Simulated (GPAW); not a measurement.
# Surface energy and work function of Be(0001) from slabs of 3 to 12 layers (RPBE)

How do energy and work function of Be(0001) films settle with thickness, and what surface energy follows?

Set-up. GPAW 26.7.0, plane waves at 450 eV with PAW setups; symmetric 1×1 slabs cut at the tabulated lattice constant (two decimals; low-temperature values for the alkali metals), atoms at bulk places, 7.5 Å of vacuum on each side, one in-plane mesh for all thicknesses, Fermi-Dirac smearing of 0.1 eV. Energies are extrapolated to zero smearing and count from the program's reference atoms. Functional RPBE. The cell's area is 4.542 Å².

What came out, but for one run:

```
layers  energy (eV)  work function (eV)
     3      −9.3333                5.17
     4     −12.7406                5.22
     5     −16.1526                5.24
     6     −19.5669                5.23
     7     −22.9801                5.23
     8     −26.3955                5.23
     9     −29.8113                5.22
    10     −33.2293                5.22
    11     −36.6459                5.23
    12            ?                   ?
```

To predict: What surface energy do these runs give, and what energy and work function should the 12-layer slab have?

Worked answer. A slab of n layers has E(n) = nε + 2Aγ once its middle is bulk-like. A line through n = 6 to 11 has the slope ε = −3.4160 eV a layer and the intercept 2Aγ = 0.9308 eV (r.m.s. residual 1.3 meV). So γ = 0.9308 / (2 × 4.542 Å²) = 0.1025 eV/Å² = 1.64 J/m², with a standard error of under 0.01 J/m² from the scatter about the line. For 12 layers: 0.9308 + 12 × (−3.4160) = −40.061 eV; the run gives −40.063 eV, 2.5 meV under the line. The work function has no such law: from 6 to 11 layers it moves between 5.22 and 5.23 eV (mean 5.23), and the 12-layer slab gives 5.22 eV. The thinnest slab, 3 layers, lies −0.06 eV from that mean.

Caveats: The surfaces are unrelaxed, so γ is an upper bound for this functional and lattice constant. The tabulated lattice constant isn't the functional's own, which strains the slab a little.

[Logs are printed without paths, hosts, clocks, repeated set-up lines and the standing remarks that a program may print on its own settings, such as how far it seeks lower states.]
